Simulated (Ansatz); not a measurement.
# Work function of Na(110): what the settings cost and change, part 2 of 2

How thick a slab and how much vacuum does the work function of Na(110) need?

Ansatz 0.2.0; plane-wave DFT, PBE, Ansatz PAW.

So far, work function, upper face (eV): step 2 (run, setting 1 layer) 2.87; step 4 (slab, 3 atoms) 2.92; step 5 (slab, 4 atoms) 2.89; step 6 (slab, 5 atoms) 2.85; step 7 (slab, 6 atoms) 2.83.

### Step 8. Run, 8 atoms

System of this step: Na(110). The cell holds 8 atoms: 8 Na. Its edges and angles: a = 3.663 Å, b = 3.663 Å, c = 38.937 Å, α = 90.0°, β = 90.0°, γ = 70.5°. Vacuum lies along c.

Input file input.yaml:

```yaml
crystal:
  lattice:
    - [2.9910616844, -2.115, 0.0]
    - [2.9910616844, 2.115, 0.0]
    - [0.0, 0.0, 38.9374317909]
  atoms:
    - { symbol: Na, position: [0.0, 0.0, 0.2311400518] }
    - { symbol: Na, position: [0.5, 0.5, 0.3079571798] }
    - { symbol: Na, position: [0.0, 0.0, 0.3847743079] }
    - { symbol: Na, position: [0.5, 0.5, 0.461591436] }
    - { symbol: Na, position: [0.0, 0.0, 0.538408564] }
    - { symbol: Na, position: [0.5, 0.5, 0.6152256921] }
    - { symbol: Na, position: [0.0, 0.0, 0.6920428202] }
    - { symbol: Na, position: [0.5, 0.5, 0.7688599482] }
kpoints:
  mp_grid: { grid: [12, 12, 1] }
hamiltonian:
  xc: pbe
scf:
  occupations: { method: fermi_dirac, width: 0.1 }
  convergence: { dr2_threshold: 1.0e-09 }
efield:
  axis: 3
  dipole_correction: true
  ramp_position: 0.97
  ramp_width: 0.06
output:
  write_potential: true
  write_density: true
  volumetric_format: npy
```

Started as:

```
ansatz run input.yaml --threads 2 --pin off --max-ram 3072MiB --backend cpu --events-out ev --progress --plain --runs-dir out
```

The program printed:

```text
[...]
Crystal: 8 atoms, lattice volume = 492.644 Å³
Basis set: ecut = 420 eV, 9565 PW (Γ)
Bands: 44, of which v1, the nominal top of the filled ones, is band 36 counted from 1 (35 counted from 0)
Symmetry: 4 space group operations
k-points: 43 of 144
[...]
k-point 1: bands = [... 32 lower, -3.1141, -2.9546, -2.6855, -2.2977, -1.8088, -1.2174, -0.5426, 0.1852, ... 4 higher]
  k-point 2: bands = [... 32 lower, -2.8443, -2.6855, -2.4176, -2.0313, -1.5443, -0.9552, -0.2832, 0.4409, ... 4 higher]
  k-point 42: bands = [... 32 lower, 0.7710, 0.9119, 1.1526, 1.2242, 1.3846, 1.5054, 1.6516, 1.9567, ... 4 higher]
[key lines of the parts left out:]
SCF converged after 8 iterations
Free energy (F): -11891.059512 eV
Fermi energy:    -0.030976 eV
Dipole field:    D = -0.000001 V/Å  (p = -0.000003 e·Å, saw-weighted, corrected)
Work function:   Φ+ = 2.8333 eV   Φ− = 2.8333 eV
```

Elapsed: 86 s, on 2 threads of Arm Neoverse N1, shared host; peak memory 1.2 GiB; 2.8 min of CPU time.

The work function is 2.833 eV, +0.003 eV from the run “6 layers”, at 1.7 times its CPU time.

### Step 9. Run, 10 atoms

System of this step: Na(110). The cell holds 10 atoms: 10 Na. Its edges and angles: a = 3.663 Å, b = 3.663 Å, c = 44.920 Å, α = 90.0°, β = 90.0°, γ = 70.5°. Vacuum lies along c.

input.yaml, the sections that differ from step 8:

```yaml
crystal:
  lattice:
    - [2.9910616844, -2.115, 0.0]
    - [2.9910616844, 2.115, 0.0]
    - [0.0, 0.0, 44.9195551598]
  atoms:
    - { symbol: Na, position: [0.0, 0.0, 0.2003581729] }
    - { symbol: Na, position: [0.5, 0.5, 0.2669452456] }
    - { symbol: Na, position: [0.0, 0.0, 0.3335323183] }
    - { symbol: Na, position: [0.5, 0.5, 0.400119391] }
    - { symbol: Na, position: [0.0, 0.0, 0.4667064637] }
    - { symbol: Na, position: [0.5, 0.5, 0.5332935363] }
    - { symbol: Na, position: [0.0, 0.0, 0.599880609] }
    - { symbol: Na, position: [0.5, 0.5, 0.6664676817] }
    - { symbol: Na, position: [0.0, 0.0, 0.7330547544] }
    - { symbol: Na, position: [0.5, 0.5, 0.7996418271] }
# kpoints, hamiltonian, scf, efield, output: as in step 8
```

The program printed:

```text
[...]
Crystal: 10 atoms, lattice volume = 568.331 Å³
Basis set: ecut = 420 eV, 11037 PW (Γ)
Bands: 55, of which v1, the nominal top of the filled ones, is band 45 counted from 1 (44 counted from 0)
Symmetry: 4 space group operations
k-points: 43 of 144
[...]
k-point 1: bands = [... 41 lower, -2.8054, -2.6268, -2.3728, -2.0416, -1.6445, -1.1770, -0.6498, -0.0718, ... 6 higher]
  k-point 2: bands = [... 41 lower, -2.5360, -2.3582, -2.1053, -1.7755, -1.3800, -0.9144, -0.3894, 0.1860, ... 6 higher]
  k-point 42: bands = [... 41 lower, 1.0694, 1.2283, 1.4254, 1.4569, 1.5328, 1.7102, 1.7586, 1.9599, ... 6 higher]
[key lines of the parts left out:]
SCF converged after 8 iterations
Free energy (F): -14863.905330 eV
Fermi energy:    0.182949 eV
Dipole field:    D = 0.000000 V/Å  (p = 0.000001 e·Å, saw-weighted, corrected)
Work function:   Φ+ = 2.8512 eV   Φ− = 2.8512 eV
```

Run time: 2.2 min. Hardware: 2 threads; peak memory 1.6 GiB.

The work function is 2.851 eV, +0.018 eV from the run “8 layers”, at 1.5 times its CPU time.

### Step 10. Run, 13 atoms

System of this step: Na(110). The cell holds 13 atoms: 13 Na. Cell: a = 3.663 Å, b = 3.663 Å, c = 53.893 Å, α = 90.0°, β = 90.0°, γ = 70.5°. Vacuum lies along c.

input.yaml, the sections that differ from step 9:

```yaml
crystal:
  lattice:
    - [2.9910616844, -2.115, 0.0]
    - [2.9910616844, 2.115, 0.0]
    - [0.0, 0.0, 53.892740213]
  atoms:
    - { symbol: Na, position: [0.0, 0.0, 0.1669983743] }
    - { symbol: Na, position: [0.5, 0.5, 0.2224986452] }
    - { symbol: Na, position: [0.0, 0.0, 0.2779989162] }
    - { symbol: Na, position: [0.5, 0.5, 0.3334991871] }
    - { symbol: Na, position: [0.0, 0.0, 0.3889994581] }
    - { symbol: Na, position: [0.5, 0.5, 0.444499729] }
    - { symbol: Na, position: [0.0, 0.0, 0.5] }
    - { symbol: Na, position: [0.5, 0.5, 0.555500271] }
    - { symbol: Na, position: [0.0, 0.0, 0.6110005419] }
    - { symbol: Na, position: [0.5, 0.5, 0.6665008129] }
    - { symbol: Na, position: [0.0, 0.0, 0.7220010838] }
    - { symbol: Na, position: [0.5, 0.5, 0.7775013548] }
    - { symbol: Na, position: [0.0, 0.0, 0.8330016257] }
# kpoints, hamiltonian, scf, efield, output: as in step 9
```

The program printed:

```text
[...]
Crystal: 13 atoms, lattice volume = 681.861 Å³
Basis set: ecut = 420 eV, 13223 PW (Γ)
Bands: 72, of which v1, the nominal top of the filled ones, is band 59 counted from 1 (58 counted from 0)
Symmetry: 4 space group operations
k-points: 43 of 144
[...]
k-point 1: bands = [... 55 lower, -2.3513, -2.1506, -1.9026, -1.6127, -1.2812, -0.9073, -0.4962, -0.0511, ... 9 higher]
  k-point 2: bands = [... 55 lower, -2.0829, -1.8831, -1.6361, -1.3475, -1.0174, -0.6450, -0.2358, 0.2072, ... 9 higher]
  k-point 42: bands = [... 55 lower, 1.5010, 1.6554, 1.6817, 1.7221, 1.8313, 1.9069, 1.9837, 2.1722, ... 9 higher]
[key lines of the parts left out:]
SCF converged after 9 iterations
Free energy (F): -19323.175247 eV
Fermi energy:    0.429287 eV
Dipole field:    D = -0.000000 V/Å  (p = -0.000000 e·Å, saw-weighted, corrected)
Work function:   Φ+ = 2.8450 eV   Φ− = 2.8450 eV
```

Elapsed: 4.2 min, on 2 threads; peak memory 2.2 GiB; 8.1 min of CPU time.

The work function is 2.845 eV, -0.006 eV from the run “10 layers”, at 1.9 times its CPU time.

### Step 11. Run, 7 atoms

System of this step: Na(110). The cell holds 7 atoms: 7 Na. Cell: a = 3.663 Å, b = 3.663 Å, c = 27.946 Å, α = 90.0°, β = 90.0°, γ = 70.5°. Vacuum lies along c.

input.yaml, the sections that differ from step 10:

```yaml
crystal:
  lattice:
    - [2.9910616844, -2.115, 0.0]
    - [2.9910616844, 2.115, 0.0]
    - [0.0, 0.0, 27.9463701065]
  atoms:
    - { symbol: Na, position: [0.0, 0.0, 0.1789141123] }
    - { symbol: Na, position: [0.5, 0.5, 0.2859427415] }
    - { symbol: Na, position: [0.0, 0.0, 0.3929713708] }
    - { symbol: Na, position: [0.5, 0.5, 0.5] }
    - { symbol: Na, position: [0.0, 0.0, 0.6070286292] }
    - { symbol: Na, position: [0.5, 0.5, 0.7140572585] }
    - { symbol: Na, position: [0.0, 0.0, 0.8210858877] }
# kpoints, hamiltonian, scf, efield, output: as in step 10
```

The program printed:

```text
[...]
Crystal: 7 atoms, lattice volume = 353.583 Å³
Basis set: ecut = 420 eV, 6847 PW (Γ)
Bands: 39, of which v1, the nominal top of the filled ones, is band 32 counted from 1 (31 counted from 0)
Symmetry: 4 space group operations
k-points: 43 of 144
[...]
k-point 1: bands = [... 28 lower, -2.4767, -2.2747, -1.9296, -1.4382, -0.8212, -0.0811, 0.7040, 1.4269, ... 3 higher]
  k-point 2: bands = [... 28 lower, -2.2069, -2.0059, -1.6622, -1.1726, -0.5580, 0.1794, 0.9607, 1.6725, ... 3 higher]
  k-point 42: bands = [... 28 lower, 1.4066, 1.5851, 1.8620, 1.8956, 2.0653, 2.3457, 2.4071, 2.8833, ... 3 higher]
[key lines of the parts left out:]
SCF converged after 9 iterations
Free energy (F): -10404.634292 eV
Fermi energy:    0.586021 eV
Dipole field:    D = -0.000000 V/Å  (p = -0.000001 e·Å, saw-weighted, corrected)
Work function:   Φ+ = 2.8069 eV (in doubt: plateau slope 1.0e-1 eV/Å)   Φ− = 2.8134 eV (in doubt: plateau slope 7.7e-2 eV/Å)
```

Run time: 53 s. Hardware: 2 threads; peak memory 0.85 GiB; 1.7 min of CPU time.

The work function is 2.807 eV. The program marks this work function as in doubt.

### Step 12. Slab, 7 atoms

The cell differs from the one that the last finished run ended in (c 27.946 → 31.946 Å).

input.yaml, the sections that differ from step 11:

```yaml
crystal:
  lattice:
    - [2.9910616844, -2.115, 0.0]
    - [2.9910616844, 2.115, 0.0]
    - [0.0, 0.0, 31.9463701065]
  atoms:
    - { symbol: Na, position: [0.0, 0.0, 0.219117226] }
    - { symbol: Na, position: [0.5, 0.5, 0.3127448174] }
    - { symbol: Na, position: [0.0, 0.0, 0.4063724087] }
    - { symbol: Na, position: [0.5, 0.5, 0.5] }
    - { symbol: Na, position: [0.0, 0.0, 0.5936275913] }
    - { symbol: Na, position: [0.5, 0.5, 0.6872551826] }
    - { symbol: Na, position: [0.0, 0.0, 0.780882774] }
# kpoints, hamiltonian, scf, efield, output: as in step 11
```

The program printed:

```text
[...]
Crystal: 7 atoms, lattice volume = 404.192 Å³
Basis set: ecut = 420 eV, 7865 PW (Γ)
Bands: 39, of which v1, the nominal top of the filled ones, is band 32 counted from 1 (31 counted from 0)
Symmetry: 4 space group operations
k-points: 43 of 144
[...]
k-point 1: bands = [... 28 lower, -2.9053, -2.7035, -2.3580, -1.8676, -1.2480, -0.5148, 0.2932, 0.9662, ... 3 higher]
  k-point 2: bands = [... 28 lower, -2.6356, -2.4347, -2.0906, -1.6020, -0.9847, -0.2544, 0.5499, 1.2125, ... 3 higher]
  k-point 42: bands = [... 28 lower, 0.9779, 1.1563, 1.4334, 1.4671, 1.6365, 1.9165, 1.9788, 2.4537, ... 3 higher]
[key lines of the parts left out:]
SCF converged after 9 iterations
Free energy (F): -10404.634824 eV
Fermi energy:    0.157754 eV
Dipole field:    D = 0.000000 V/Å  (p = 0.000000 e·Å, saw-weighted, corrected)
Work function:   Φ+ = 2.8350 eV   Φ− = 2.8352 eV
```

Run time: 59 s. Hardware: 2 threads; peak memory 0.94 GiB; 1.9 min of CPU time.

The work function is 2.835 eV, +0.028 eV from the run “7 layers, 10 Å of vacuum”, at 1.2 times its CPU time.

### Step 13. Slab, 7 atoms (run 2)

The cell differs from the one that the last finished run ended in (c 31.946 → 43.946 Å).

input.yaml, the sections that differ from step 12:

```yaml
crystal:
  lattice:
    - [2.9910616844, -2.115, 0.0]
    - [2.9910616844, 2.115, 0.0]
    - [0.0, 0.0, 43.9463701065]
  atoms:
    - { symbol: Na, position: [0.0, 0.0, 0.295815103] }
    - { symbol: Na, position: [0.5, 0.5, 0.3638767353] }
    - { symbol: Na, position: [0.0, 0.0, 0.4319383677] }
    - { symbol: Na, position: [0.5, 0.5, 0.5] }
    - { symbol: Na, position: [0.0, 0.0, 0.5680616323] }
    - { symbol: Na, position: [0.5, 0.5, 0.6361232647] }
    - { symbol: Na, position: [0.0, 0.0, 0.704184897] }
# kpoints, hamiltonian, scf, efield, output: as in step 12
```

The program printed:

```text
[...]
Crystal: 7 atoms, lattice volume = 556.018 Å³
Basis set: ecut = 420 eV, 10789 PW (Γ)
Bands: 39, of which v1, the nominal top of the filled ones, is band 32 counted from 1 (31 counted from 0)
Symmetry: 4 space group operations
k-points: 43 of 144
[...]
k-point 1: bands = [... 28 lower, -3.7229, -3.5211, -3.1756, -2.6851, -2.0655, -1.3325, -0.5235, 0.1463, ... 3 higher]
  k-point 2: bands = [... 28 lower, -3.4531, -3.2522, -2.9081, -2.4196, -1.8022, -1.0721, -0.2668, 0.3926, ... 3 higher]
  k-point 42: bands = [... 28 lower, 0.1604, 0.3388, 0.6158, 0.6496, 0.8190, 1.0990, 1.1613, 1.6362, ... 3 higher]
[key lines of the parts left out:]
SCF converged after 8 iterations
Free energy (F): -10404.634813 eV
Fermi energy:    -0.659768 eV
Dipole field:    D = 0.000000 V/Å  (p = 0.000000 e·Å, saw-weighted, corrected)
Work function:   Φ+ = 2.8360 eV   Φ− = 2.8360 eV
```

The job ended after 85 s (2 threads; peak memory 1.2 GiB).

The work function is 2.836 eV, +0.001 eV from the run “7 layers, 14 Å of vacuum”, at 1.4 times its CPU time.

### Step 14. The series together

Times are for 2 threads of Arm Neoverse N1, shared host. The runs compared:

```
no.                   setting  work function, upper face (eV)     time  memory (GiB)
  1                   1 layer                           2.875    9.5 s          0.46
  2                  2 layers                           2.928     14 s          0.47
  3                  3 layers                           2.917     20 s          0.55
  4                  4 layers                           2.889     27 s          0.64
  5                  5 layers                           2.847     38 s          0.77
  6                  6 layers                           2.831     52 s          0.89
  7                  8 layers                           2.833     86 s           1.2
  8                 10 layers                           2.851  2.2 min           1.6
  9                 13 layers                           2.845  4.2 min           2.2
 10  7 layers, 10 Å of vacuum                           2.807     53 s          0.85
 11  7 layers, 14 Å of vacuum                           2.835     59 s          0.94
 12  7 layers, 26 Å of vacuum                           2.836     85 s           1.2
```

### Step 15. The same run with other settings

System of this step: Na(110) monolayer. The cell holds 1 atom: 1 Na. Cell: a = 3.663 Å, b = 3.663 Å, c = 18.000 Å, α = 90.0°, β = 90.0°, γ = 70.5°. Vacuum lies along c.

An input spoilt on purpose, to show how the run answers: it repeats the earlier run “1 layer” with efield.axis from 3 to 1, and scf.max_iter set to 60; its output block differs too.

input.yaml, the sections that differ from step 13:

```yaml
crystal:
  lattice:
    - [2.9910616844, -2.115, 0.0]
    - [2.9910616844, 2.115, 0.0]
    - [0.0, 0.0, 18.0]
  atoms:
    - { symbol: Na, position: [0.0, 0.0, 0.5] }
scf:
  occupations: { method: fermi_dirac, width: 0.1 }
  convergence: { dr2_threshold: 1.0e-09 }
  max_iter: 60
efield:
  axis: 1
  dipole_correction: true
  ramp_position: 0.97
  ramp_width: 0.06
# kpoints, hamiltonian, output: as in step 13
```

The program printed:

```text
Engine: ansatz 0.2.0, aarch64-unknown-linux-gnu
Pseudopotentials: kind: paw
Pseudopotential: Na, paw, valence charge 9, recommended cutoff 420 eV (normal), Na.paw.azcp
Functional definition: PBE
  parameter kappa = 0.804
  parameter beta = 0.066725
  exchange = pbe_x(kappa = kappa, mu = beta*pi^2/3)
  correlation = pbe_c(beta = beta)
Crystal: 1 atoms, lattice volume = 227.739 Å³
Basis set: ecut = 420 eV, 4427 PW (Γ)
Bands: 9, of which v1, the nominal top of the filled ones, is band 5 counted from 1 (4 counted from 0)
Symmetry: 2 space group operations
k-points: 74 of 144 (time reversal used)
Non-local potential: Na, projectors of the file, l = 0: 3, l = 1: 2, l = 2: 1
PAW form: soft (Blöchl's): semilocal exchange-correlation on the pseudo side does not see the compensation charge
PAW one-centre angular grid: Na, 110 points (default); XC on 64 Gauss nodes
Initial density: superposition of atomic densities (neutral atoms: chi_scale 0, normalization atom), corrected by the library's trained network
Initial wavefunctions: pseudopotential atomic-orbital guess
Functional: x = pbe(κ = 0.804, μ = 0.219515), c = pbe(β = 0.066725)
Error: efield: ion 0 (Na) at fractional coordinate 0.0000 along the field axis lies inside the sawtooth ramp with 2 of the planes that the density is read on at each end, [0.8900, 0.1100] — the ramp must sit in vacuum (an ion there feels the fictitious reversed slope); set or move the ramp (efield.ramp_position / ramp_width) or move the geometry
```

The job ended after 0.25 s (2 threads; peak memory 0.26 GiB).

The input was rejected at the start.

The program's message: “Error: efield: ion 0 (Na) at fractional coordinate 0.0000 along the field axis lies inside the sawtooth ramp with 2 of the planes that the density is read on at each end, [0.8900, 0.1100] — the ramp m …”

The fault put into the input: the field along an axis without vacuum.

### Step 16. Results

```yaml
work_function_2_layers: 2.928 eV
work_function_6_layers: 2.831 eV
work_function_13_layers: 2.845 eV
work_function_7_layers_10_a_of_vacuum: 2.807 eV
```

**Reading.** The thickest slab gives 2.85 eV, and the settings tried spread the value from 2.81 to 2.93 eV. At 18 Å of vacuum, the slabs from 4 layers on stay within 0.05 eV of the thickest. Going from 10 to 26 Å of vacuum moves it by 0.029 eV. The program marks the value as in doubt in “7 layers, 10 Å of vacuum”. The ladder's slabs use the tabulated experimental lattice constant (two decimals; a low-temperature value for the alkali metals). In 2 runs of the series (7 layers, 10 Å of vacuum and 7 layers, 14 Å of vacuum) the program warns that electrons reach the sawtooth's ramp, which makes dipole and work function less sure.

[Long decimals in the printed logs are rounded to 6 places.]

[Logs are printed without paths, hosts, clocks, repeated set-up lines and the standing remarks that a program may print on its own settings, such as how far it seeks lower states.]

[Hosts, paths, dates, database ids (printed as entryN), source tags and the programs' standing remarks are cut or masked in the printed files.]

[Maps of the electrostatic potential energy from Ansatz leave out the sawtooth potential of an applied field or a dipole correction, so their vacuum need not be flat; planar profiles and work functions include it.]
